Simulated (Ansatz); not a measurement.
An input for Ansatz 0.2.0 (MgH2 (P4_2/mnm)):

```yaml
crystal:
  lattice:
    - [4.5168, 0.0, 0.0]
    - [0.0, 4.5168, 0.0]
    - [0.0, 0.0, 3.0205]
  atoms:
    - { symbol: Mg, position: [0.0, 0.0, 0.0] }
    - { symbol: Mg, position: [0.5, 0.5, 0.5] }
    - { symbol: H, position: [0.306, 0.306, 0.0] }
    - { symbol: H, position: [0.194, 0.806, 0.5] }
    - { symbol: H, position: [0.694, 0.694, 0.0] }
    - { symbol: H, position: [0.806, 0.194, 0.5] }
kpoints:
  mp_grid: { grid: [4, 4, 4] }
hamiltonian:
  xc:
    exchange: pbe
    correlation: pbe
    exx: { coeff: 0.5, omega: 0.2078 }
  pseudopotentials: { kind: paw, azcp: { folder: soft_1 } }
scf:
  occupations: { method: fixed }
gw:
  n_empty_bands: 257
  ecut_chi: 150.0
  qp_bands: [v2, c2]
  qp_kpoints: band_edges
  screening: { model: contour_deformation }
```

```sh
ansatz run input.yaml --threads 2 --pin off --max-ram 73728MiB --backend cuda --events-out ev --progress --plain --runs-dir out --devices 1 --max-vram 13GiB
```

Q: Estimate wall time and host memory on 1 × NVIDIA H100 80GB HBM3 (shared by 6 runs) with 2 threads of AMD EPYC 7R13 (Zen 3), shared host.

It took 22 s; on shared hardware allow 11 s to 44 s. Peak host memory was 1.6 GiB. The sizes that set the cost: 1195 plane waves a state, 18 irreducible k points, 269 bands summed, 267 plane waves in the screening and 16 SCF cycles.

The screening grows as filled bands × empty bands × pairs of k points, times the square of the screening basis for the matrix.

[Paths, hosts, dates, memory and timing lines, banners, echoed tables and standing remarks are left out of the program output.]

[Logs are printed without paths, hosts, clocks, repeated set-up lines and the standing remarks that a program may print on its own settings, such as how far it seeks lower states.]

[Runs of the session that timed out or met a known fault of the program may be left out.]

[Cells called generated may have been cut or substituted from an entry of the Crystallography Open Database or the Materials Project.]

[Hosts, paths, dates, database ids (printed as entryN), source tags and the programs' standing remarks are cut or masked in the printed files.]
